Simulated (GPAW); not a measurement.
# Ballistic transport through a Sn chain with a Li atom bridging one bond, cheap and dear, part 2 of 2

How well does a Sn chain with a Li atom bridging one bond conduct at low bias, and how far do basis and functional move the answer?

GPAW 26.7.0; GPAW LCAO, PAW setups; Landauer transmission from Green's functions with principal layers (ASE), zero bias.

So far, transmission at the Fermi level (one spin): step 2 (double-zeta polarised basis, PBE, GPAW) 2.95; step 3 (basis szp(dzp), PBE, GPAW) 2.95; step 4 (basis sz(dzp), PBE, GPAW) 2.96; step 5 (LDA) 2.95.

## Step 8: Temperature 700, basis szp(dzp), functional revPBE

Temperature enters only through the Fermi window. A smaller basis is cheaper in every inversion. The functional moves levels against the Fermi level.

This step: GPAW LCAO, PAW setups; Landauer transmission from Green's functions with principal layers (ASE), zero bias (GPAW 26.7.0).

The input, run.py:

```python
import json
import numpy as np
from ase import Atoms
from ase.transport.calculators import TransportCalculator
from gpaw import GPAW, FermiDirac
from gpaw.lcao.tools import get_lcao_hamiltonian
from scipy.linalg import eigh

# The junction with lead layers at both ends, along the third cell vector
device = Atoms(
    ['Sn', 'Sn', 'Sn', 'Sn', 'Sn', 'Li', 'Sn', 'Sn', 'Sn', 'Sn', 'Sn'],
    positions=[
        [4.50000, 4.50000, 1.37500],
        [4.50000, 4.50000, 4.12500],
        [4.50000, 4.50000, 6.87500],
        [4.50000, 4.50000, 9.62500],
        [4.50000, 4.50000, 12.37500],
        [6.83493, 4.50000, 13.85000],
        [4.50000, 4.50000, 15.32500],
        [4.50000, 4.50000, 18.07500],
        [4.50000, 4.50000, 20.82500],
        [4.50000, 4.50000, 23.57500],
        [4.50000, 4.50000, 26.32500]],
    cell=[[9.0, 0.0, 0.0], [0.0, 9.0, 0.0], [0.0, 0.0, 27.7]],
    pbc=True)

# One principal layer of the lead: the first 3 atoms of the device
lead = Atoms(
    ['Sn', 'Sn', 'Sn'],
    positions=[
        [4.50000, 4.50000, 1.37500],
        [4.50000, 4.50000, 4.12500],
        [4.50000, 4.50000, 6.87500]],
    cell=[[9.0, 0.0, 0.0], [0.0, 9.0, 0.0], [0.0, 0.0, 8.25]],
    pbc=True)

settings = dict(mode='lcao', basis='szp(dzp)', xc='revPBE', h=0.2,
                occupations=FermiDirac(0.1), maxiter=250,
                mixer=dict(beta=0.1, nmaxold=8, weight=100.0),
                convergence=dict(density=0.0001))
energies = np.arange(-2, 2 + 1e-9, 0.05)
eta = 0.0001
n1, n2 = 1, 1
# k and -k transmit alike, so half of the mesh across the current serves
mesh = [(i, j) for i in range(n1) for j in range(n2) if (i, j) <= (-i % n1, -j % n2)]
weights = np.array([1 if (i, j) == (-i % n1, -j % n2) else 2 for i, j in mesh]) / (n1 * n2)

# [... helper functions left out ...]
fermi_lead = ground_state(lead, (1, 1, 14), 'lead.txt')
fermi_device = ground_state(device, (1, 1, 3), 'device.txt')
# [... loop over the mesh left out, but for ...]
        # Shift the lead onto the potential of the device's first layer
        shift = ((H[:, 0, 0] - H0[:, 0, 0]) / S0[0, 0]).real.mean()
# [...]
kT = 8.617333e-5 * 700
bias = [0.1, 0.2, 0.5, 1.0, 1.5, 2.0]
# [... integrals and printing left out ...]
```

On the command line:

```bash
$ OMP_NUM_THREADS=1 OPENBLAS_NUM_THREADS=1 python run.py
```

The log of the run:

```text
basis functions: device 144, principal layer 42
Fermi level: lead -3.1364 eV, device -2.8750 eV; lead shifted by -0.0094 eV
largest coupling past the next layer 3.61e-07 eV, largest misfit of the first layer 0.024 eV
  E-E_F (eV)   T (one spin)  [channel counts left out]
    -2.000    9.8948e-01
    -1.950    9.8920e-01
    -1.900    9.8896e-01
    -1.850    9.8875e-01
    -1.800    9.8858e-01
    -1.750    9.8846e-01
    -1.700    9.8838e-01
    -1.650    9.8835e-01
    -1.600    9.8839e-01
    -1.550    9.8849e-01
    -1.500    9.8869e-01
    -1.450    9.8901e-01
    -1.400    9.8949e-01
    -1.350    9.9018e-01
    -1.300    9.9120e-01
    -1.250    9.9271e-01
[...]
1.650    2.6722e+00
     1.700    2.6592e+00
     1.750    2.6460e+00
     1.800    2.6325e+00
     1.850    2.6187e+00
     1.900    2.6048e+00
     1.950    2.5909e+00
     2.000    2.5770e+00
conductance at 700 K: 2.9509 G0 a cell; thermopower 0.3495 uV/K
current from the zero-bias T(E) at 0.1 V: 22.863 uA
current from the zero-bias T(E) at 0.2 V: 45.721 uA
current from the zero-bias T(E) at 0.5 V: 114.22 uA
current from the zero-bias T(E) at 1.0 V: 227.58 uA
current from the zero-bias T(E) at 1.5 V: 333.54 uA
current from the zero-bias T(E) at 2.0 V: 411.88 uA
```

Elapsed: 32 s, on 1 thread of Arm Neoverse V1, shared host; peak memory 0.95 GiB.

This step gave:

```yaml
conductance: 2.951 G₀
largest_coupling_past_the_next_principal_layer: 3.61e-7 eV
largest_misfit_of_the_first_principal_layer: 0.02360 eV
shift_that_aligns_the_lead: -0.009408 eV
basis_functions_of_the_junction: 144
basis_functions_of_a_principal_layer: 42
transmission_at_the_fermi_level_one_spin: 2.952
```

One spin. Transmission, zone mean against energy, zero at the Fermi level:

| energy (eV) | transmission, zone mean |
| --- | --- |
| -2.000 | 0.989 |
| -1.800 | 0.989 |
| -1.600 | 0.988 |
| -1.400 | 0.989 |
| -1.200 | 0.995 |
| -1.000 | 0.893 |
| -0.800 | 0.963 |
| -0.600 | 2.90 |
| -0.400 | 2.95 |
| -0.250 | 2.96 |
| -0.200 | 2.96 |
| 0.000 | 2.95 |
| 0.200 | 2.94 |
| 0.400 | 2.91 |
| 0.600 | 2.88 |
| 0.800 | 2.85 |
| 1.000 | 2.81 |
| 1.200 | 2.77 |
| 1.400 | 2.73 |
| 1.600 | 2.68 |
| 1.800 | 2.63 |
| 2.000 | 2.58 |

Not self-consistent under bias; the bias window is split evenly. The current through one cell, from the zero-bias transmission by bias:

| bias (V) | current through one cell, from the zero-bias transmission (μA) |
| --- | --- |
| 0.100 | 22.9 |
| 0.200 | 45.7 |
| 0.500 | 114 |
| 1.000 | 228 |
| 1.500 | 334 |
| 2.000 | 412 |

The transmission of the three most open eigenchannels by energy, zero at the Fermi level:

| energy (eV) | channel 1 | channel 2 | channel 3 |
| --- | --- | --- | --- |
| -2.00 | 0.989 | 0 | 0 |
| -1.90 | 0.989 | 0 | 0 |
| -1.80 | 0.989 | 0 | 0 |
| -1.70 | 0.988 | 0 | 0 |
| -1.55 | 0.988 | 0 | 0 |
| -1.45 | 0.989 | 0 | 0 |
| -1.35 | 0.990 | 0 | 0 |
| -1.25 | 0.993 | 0 | 0 |
| -1.15 | 0.998 | 0 | 0 |
| -1.05 | 5.4e-4 | 4.8e-7 | 0 |
| -0.90 | 0.957 | 3.6e-10 | 1.3e-10 |
| -0.80 | 0.963 | 1.4e-4 | 1.6e-5 |
| -0.70 | 0.985 | 0.971 | 0.787 |
| -0.60 | 0.997 | 0.972 | 0.928 |
| -0.50 | 0.995 | 0.972 | 0.972 |
| -0.40 | 0.994 | 0.989 | 0.971 |
| -0.25 | 0.997 | 0.994 | 0.968 |
| -0.15 | 0.999 | 0.995 | 0.966 |
| -0.05 | 0.998 | 0.996 | 0.961 |
| 0.00 | 0.998 | 0.996 | 0.959 |
| 0.05 | 0.997 | 0.996 | 0.956 |
| 0.15 | 0.996 | 0.996 | 0.948 |
| 0.25 | 0.996 | 0.995 | 0.939 |
| 0.40 | 0.996 | 0.993 | 0.921 |
| 0.50 | 0.995 | 0.993 | 0.907 |
| 0.60 | 0.995 | 0.992 | 0.893 |
| 0.70 | 0.994 | 0.992 | 0.877 |
| 0.80 | 0.994 | 0.992 | 0.861 |
| 0.90 | 0.993 | 0.992 | 0.844 |
| 1.05 | 0.992 | 0.992 | 0.818 |
| 1.15 | 0.992 | 0.991 | 0.800 |
| 1.25 | 0.992 | 0.990 | 0.781 |
| 1.35 | 0.992 | 0.989 | 0.761 |
| 1.45 | 0.993 | 0.988 | 0.740 |
| 1.55 | 0.993 | 0.986 | 0.718 |
| 1.70 | 0.993 | 0.984 | 0.682 |
| 1.80 | 0.994 | 0.982 | 0.657 |
| 1.90 | 0.995 | 0.979 | 0.631 |
| 2.00 | 0.996 | 0.976 | 0.605 |

With these changes, and at 700 K in place of 77 K, the conductance is 2.95 G₀ against 2.95 in the dzp run; T at the Fermi level, which temperature doesn't enter, is 2.95 against 2.95.

## Step 9: Basis szp(dzp), temperature 30

A smaller basis is cheaper in every inversion. Temperature enters only through the Fermi window.

run.py: that of step 8 with these lines changed.

```diff
@@ -36,3 +36,3 @@
 
-settings = dict(mode='lcao', basis='szp(dzp)', xc='revPBE', h=0.2,
+settings = dict(mode='lcao', basis='szp(dzp)', xc='PBE', h=0.2,
                 occupations=FermiDirac(0.1), maxiter=250,
@@ -54,3 +54,3 @@
 # [...]
-kT = 8.617333e-5 * 700
+kT = 8.617333e-5 * 30
 bias = [0.1, 0.2, 0.5, 1.0, 1.5, 2.0]
```

The log of the run:

```text
basis functions: device 144, principal layer 42
Fermi level: lead -3.2113 eV, device -2.9492 eV; lead shifted by -0.0119 eV
largest coupling past the next layer 3.63e-07 eV, largest misfit of the first layer 0.022 eV
  E-E_F (eV)   T (one spin)  [channel counts left out]
    -2.000    9.9011e-01
    -1.950    9.8982e-01
    -1.900    9.8957e-01
    -1.850    9.8935e-01
    -1.800    9.8918e-01
    -1.750    9.8905e-01
    -1.700    9.8896e-01
    -1.650    9.8893e-01
    -1.600    9.8896e-01
    -1.550    9.8906e-01
    -1.500    9.8925e-01
    -1.450    9.8956e-01
    -1.400    9.9003e-01
    -1.350    9.9072e-01
    -1.300    9.9172e-01
    -1.250    9.9319e-01
[...]
1.650    2.6703e+00
     1.700    2.6571e+00
     1.750    2.6434e+00
     1.800    2.6295e+00
     1.850    2.6152e+00
     1.900    2.6007e+00
     1.950    2.5859e+00
     2.000    2.5712e+00
conductance at 30 K: 2.9544 G0 a cell; thermopower 0.01541 uV/K
current from the zero-bias T(E) at 0.1 V: 22.89 uA
current from the zero-bias T(E) at 0.2 V: 45.774 uA
current from the zero-bias T(E) at 0.5 V: 114.35 uA
current from the zero-bias T(E) at 1.0 V: 228.06 uA
current from the zero-bias T(E) at 1.5 V: 338.41 uA
current from the zero-bias T(E) at 2.0 V: 414.19 uA
```

The job ended after 33 s (1 thread; peak memory 0.95 GiB).

This step gave:

- conductance: 2.954 G₀
- largest coupling past the next principal layer: 3.63e-7 eV
- largest misfit of the first principal layer: 0.02180 eV
- shift that aligns the lead: -0.01188 eV
- transmission at the Fermi level (one spin): 2.954

One spin. Transmission, zone mean against energy, zero at the Fermi level:

| energy (eV) | transmission, zone mean |
| --- | --- |
| -2.00 | 0.990 |
| -1.85 | 0.989 |
| -1.70 | 0.989 |
| -1.60 | 0.989 |
| -1.45 | 0.990 |
| -1.30 | 0.992 |
| -1.15 | 0.998 |
| -1.05 | 0.0241 |
| -0.90 | 0.957 |
| -0.75 | 2.45 |
| -0.60 | 2.90 |
| -0.50 | 2.94 |
| -0.35 | 2.96 |
| -0.20 | 2.96 |
| -0.05 | 2.96 |
| 0.00 | 2.95 |
| 0.05 | 2.95 |
| 0.20 | 2.94 |
| 0.35 | 2.92 |
| 0.50 | 2.90 |
| 0.60 | 2.88 |
| 0.75 | 2.86 |
| 0.90 | 2.83 |
| 1.05 | 2.80 |
| 1.15 | 2.78 |
| 1.30 | 2.75 |
| 1.45 | 2.72 |
| 1.60 | 2.68 |
| 1.70 | 2.66 |
| 1.85 | 2.62 |
| 2.00 | 2.57 |

Not self-consistent under bias; the bias window is split evenly. The current through one cell, from the zero-bias transmission by bias:

| bias (V) | current through one cell, from the zero-bias transmission (μA) |
| --- | --- |
| 0.100 | 22.9 |
| 0.200 | 45.8 |
| 0.500 | 114 |
| 1.000 | 228 |
| 1.500 | 338 |
| 2.000 | 414 |

Transmission of the three most open eigenchannels against energy, zero at the Fermi level:

| energy (eV) | channel 1 | channel 2 | channel 3 |
| --- | --- | --- | --- |
| -2.00 | 0.990 | 0 | 0 |
| -1.85 | 0.989 | 0 | 0 |
| -1.70 | 0.989 | 0 | 0 |
| -1.60 | 0.989 | 0 | 0 |
| -1.45 | 0.990 | 0 | 0 |
| -1.30 | 0.992 | 0 | 0 |
| -1.15 | 0.998 | 0 | 0 |
| -1.05 | 0.0241 | 1.0e-8 | 0 |
| -0.90 | 0.957 | 3.6e-10 | 1.3e-10 |
| -0.75 | 0.971 | 0.910 | 0.565 |
| -0.60 | 0.997 | 0.973 | 0.928 |
| -0.50 | 0.995 | 0.973 | 0.972 |
| -0.35 | 0.994 | 0.993 | 0.971 |
| -0.20 | 0.998 | 0.995 | 0.968 |
| -0.05 | 0.998 | 0.996 | 0.963 |
| 0.00 | 0.998 | 0.996 | 0.961 |
| 0.05 | 0.997 | 0.996 | 0.958 |
| 0.20 | 0.996 | 0.995 | 0.946 |
| 0.35 | 0.996 | 0.994 | 0.930 |
| 0.50 | 0.995 | 0.993 | 0.910 |
| 0.60 | 0.995 | 0.992 | 0.896 |
| 0.75 | 0.994 | 0.992 | 0.872 |
| 0.90 | 0.993 | 0.992 | 0.847 |
| 1.05 | 0.992 | 0.992 | 0.820 |
| 1.15 | 0.992 | 0.991 | 0.801 |
| 1.30 | 0.992 | 0.990 | 0.771 |
| 1.45 | 0.993 | 0.988 | 0.740 |
| 1.60 | 0.993 | 0.986 | 0.705 |
| 1.70 | 0.993 | 0.984 | 0.680 |
| 1.85 | 0.994 | 0.981 | 0.640 |
| 2.00 | 0.995 | 0.977 | 0.600 |

With these changes, and at 30 K in place of 77 K, the conductance is 2.95 G₀ against 2.95 in the dzp run; T at the Fermi level, which temperature doesn't enter, is 2.95 against 2.95.

## Step 10: Results

```json
{
 "conductance": "2.95 G₀",
 "transmission at the Fermi level, mean of the spins": "2.95",
 "thermopower": "about 0 (under 1.5 μV/K)"
}
```

In words: In the dzp basis the junction conducts 2.95 G₀ at 77 K, with T = 2.95 a spin at the Fermi level; the sz basis reaches that conductance within 10 %. At the Fermi level the three most open eigenchannels pass 1.00, 1.00 and 0.96. Measured against the first run (dzp), the nearest curve is that of dzp-LDA (r.m.s. 0.019) and the farthest that of sz (0.17). Over the compared runs wall time goes from 23 s (sz) to 41 s (dzp), on a shared host. The geometry was built from estimated bond lengths and not relaxed, so the numbers describe this model structure. The run had no spin polarisation, so a magnetic state, which chains and small molecules with open shells often have, wasn't tested. Spin-orbit coupling is left out, which matters for the heavy atoms here. An evenly spaced straight chain is an idealisation: free chains tend to dimerise, zigzag or, where a band edge lies near the Fermi level, turn magnetic. The currents use the zero-bias T(E) throughout, which holds only while the bias is small against the distance to the nearest feature. The energy step is wider than the thermal energy, so the conductance and thermopower rest on interpolation of T(E).

[Logs are printed without paths, hosts, clocks, repeated set-up lines and the standing remarks that a program may print on its own settings, such as how far it seeks lower states.]

[Hosts, paths, dates, database ids (printed as entryN), source tags and the programs' standing remarks are cut or masked in the printed files.]
